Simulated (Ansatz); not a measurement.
# How Rh(110) screens a field

Aim: image plane and induced charge of Rh(110).

Method: plane-wave DFT, PBE, Ansatz PAW, in Ansatz 0.2.0.

### Step 1. The starting structure

The cell holds 9 atoms: 9 Rh. Its edges and angles: a = 3.800 Å, b = 2.687 Å, c = 28.748 Å, α = 90.0°, β = 90.0°, γ = 90.0°. Vacuum lies along c.

### Step 2. Atoms held, field 0

A sawtooth potential applies the field, turning back in the middle of the vacuum. With the dipole correction the typed value is the field outside the slab. The induced dipole is small, so the SCF threshold is tight.

input.yaml

```yaml
crystal:
  lattice:
    - [3.8, 0.0, 0.0]
    - [0.0, 2.6870057685, 0.0]
    - [0.0, 0.0, 28.748023074]
  atoms:
    - { symbol: Rh, position: [0.0, 0.0, 0.3130650054] }
    - { symbol: Rh, position: [0.5, 0.5, 0.3597987541] }
    - { symbol: Rh, position: [0.0, 0.0, 0.4065325027] }
    - { symbol: Rh, position: [0.5, 0.5, 0.4532662514] }
    - { symbol: Rh, position: [0.0, 0.0, 0.5] }
    - { symbol: Rh, position: [0.5, 0.5, 0.5467337486] }
    - { symbol: Rh, position: [0.0, 0.0, 0.5934674973] }
    - { symbol: Rh, position: [0.5, 0.5, 0.6402012459] }
    - { symbol: Rh, position: [0.0, 0.0, 0.6869349946] }
kpoints:
  mp_grid: { grid: [14, 18, 1] }
hamiltonian:
  xc: pbe
scf:
  occupations: { method: fermi_dirac, width: 0.1 }
  convergence: { dr2_threshold: 1.0e-10 }
efield:
  axis: 3
  dipole_correction: true
  ramp_position: 0.97
  ramp_width: 0.06
  amplitude: 0
output:
  forces: true
  write_potential: true
  write_density: true
  volumetric_format: npy
```

Started as:

```sh
ansatz run input.yaml --threads 4 --pin off --max-ram 6144MiB --backend cpu --events-out ev --progress --plain --runs-dir out
```

Planned after this: atoms held, field 0.05 V/Å; atoms held, field -0.05 V/Å; atoms held, field 0.1 V/Å; single point, field -0.1 V/Å; atoms held, field 0.2 V/Å; single point, field -0.2 V/Å; single point, field 0.4 V/Å; the response; varying the input: efield.ramp_width = 0.15; A changed input: efield.ramp_width = 0.15. Settings of the main run: cutoff 420 eV, 14×18×1 k-mesh, Fermi-Dirac occupations, smearing width 0.1 eV, metal Rh, face 110, 9 layers.

**Question.** What will these runs give for the work function; and image plane, upper face?

In the vacuum the potential turns flat, and its height over the Fermi level, 4.62 eV, is the work function of the face beside that plateau. The induced charge has its centre 1.55 Å outside the outermost atoms; this is the plane from which a capacitor's gap or an image potential counts. The equivalent conductor thickness exceeds the distance between the outer atoms by 3.10 Å, about the sum of the two image-plane distances.

| Property | Result |
| --- | --- |
| work function | 4.62 eV |
| image plane, upper face | 1.55 Å |
| induced electrons on the upper face over ε₀E | -0.999 |
| equivalent conductor thickness p/(ε₀AE) | 13.9 Å |
| inner field over outer field | 6.1e-5 |

In the middle of the slab the field is screened to under 0.5 % of its outer value. The atoms are held at bulk positions with the tabulated experimental lattice constant.

[Logs are printed without paths, hosts, clocks, repeated set-up lines and the standing remarks that a program may print on its own settings, such as how far it seeks lower states.]

[Hosts, paths, dates, database ids (printed as entryN), source tags and the programs' standing remarks are cut or masked in the printed files.]

[Maps of the electrostatic potential energy from Ansatz leave out the sawtooth potential of an applied field or a dipole correction, so their vacuum need not be flat; planar profiles and work functions include it.]
